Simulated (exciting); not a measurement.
Consider Zn2SeS, space group R3m.

```cif
data_structure
_symmetry_space_group_name_H-M 'P 1'
_symmetry_Int_Tables_number 1
_cell_length_a 6.7706
_cell_length_b 6.7706
_cell_length_c 6.7706
_cell_angle_alpha 33.544
_cell_angle_beta 33.544
_cell_angle_gamma 33.544
_cell_volume 84.41
loop_
_atom_site_label
_atom_site_type_symbol
_atom_site_fract_x
_atom_site_fract_y
_atom_site_fract_z
_atom_site_occupancy
Se1 Se 0.62453 0.62453 0.62453 1
Zn2 Zn 0.49638 0.49638 0.49638 1
Zn3 Zn 0.00374 0.00374 0.00374 1
S4 S 0.12535 0.12535 0.12535 1
```

Absorber: atom 1, with 3 Zn at 2.42 Å and 1 Zn at 2.45 Å (tetrahedral, site symmetry 3m). Method: exciting, all-electron LAPW+lo, LDA, exchange and screened direct term (singlet BSE), 3×3×3 shifted k points, 30 conduction bands, |G+q| up to 3 bohr⁻¹, full RPA screening with nempty = 57, Lorentzian half width 1.17 eV.

What does the Se K spectrum look like, and is there a bound core exciton?

Bound core exciton? Undecided on this mesh: the first bright state (over 5 % of the brightest) lies at 0.40 eV from the Kohn–Sham onset and at -0.56 eV from the lowest bare transition of its own mesh. Maxima (height): 2.1 eV (1.00) and 13.9 eV (0.46).

Energy from the Kohn–Sham onset, core level to the lowest empty state found on the meshes used; Im ε in relative units:

```tsv
E (eV)	Im ε
-8.5	0.03
-8.0	0.03
-7.5	0.03
-7.0	0.03
-6.5	0.04
-6.0	0.04
-5.5	0.05
-5.0	0.05
-4.5	0.06
-4.0	0.07
-3.5	0.08
-3.0	0.09
-2.5	0.11
-2.0	0.13
-1.5	0.17
-1.0	0.22
-0.5	0.29
0.0	0.41
0.5	0.58
1.0	0.78
1.5	0.94
2.0	1.00
2.5	0.98
3.0	0.96
3.5	0.95
4.0	0.93
4.5	0.89
5.0	0.85
5.5	0.82
6.0	0.77
6.5	0.72
7.0	0.68
7.5	0.67
8.0	0.65
8.5	0.61
9.0	0.55
9.5	0.47
10.0	0.41
10.5	0.38
11.0	0.36
11.5	0.36
12.0	0.38
12.5	0.40
13.0	0.43
13.5	0.46
14.0	0.46
14.5	0.45
15.0	0.43
15.5	0.40
16.0	0.39
16.5	0.39
17.0	0.39
17.5	0.38
18.0	0.35
18.5	0.33
19.0	0.31
```

With 27 k points the binding energies are rough, and fine structure above the first lines is partly noise of the mesh. Exchange and the short-range direct term aren't converged in the kernel cutoff. The zero comes from the unshifted 3×3×3 ground-state mesh; it is exact only where the band minimum lies on that mesh. The Kohn–Sham onset, 12474 eV, is no photon energy (tabulated edge of the element: 12658 eV): the scale needs a rigid shift. No quasiparticle correction widens the gap or stretches the bands. Vibrations and energy-dependent lifetimes are left out. The structure is a Materials Project entry, computed there, and may be a hypothetical form.

[Banner, clock and machine lines of the logs are left out without a mark of their own.]

[Logs are printed without paths, hosts, clocks, repeated set-up lines and the standing remarks that a program may print on its own settings, such as how far it seeks lower states.]

[Hosts, paths, dates, database ids (printed as entryN), source tags and the programs' standing remarks are cut or masked in the printed files.]
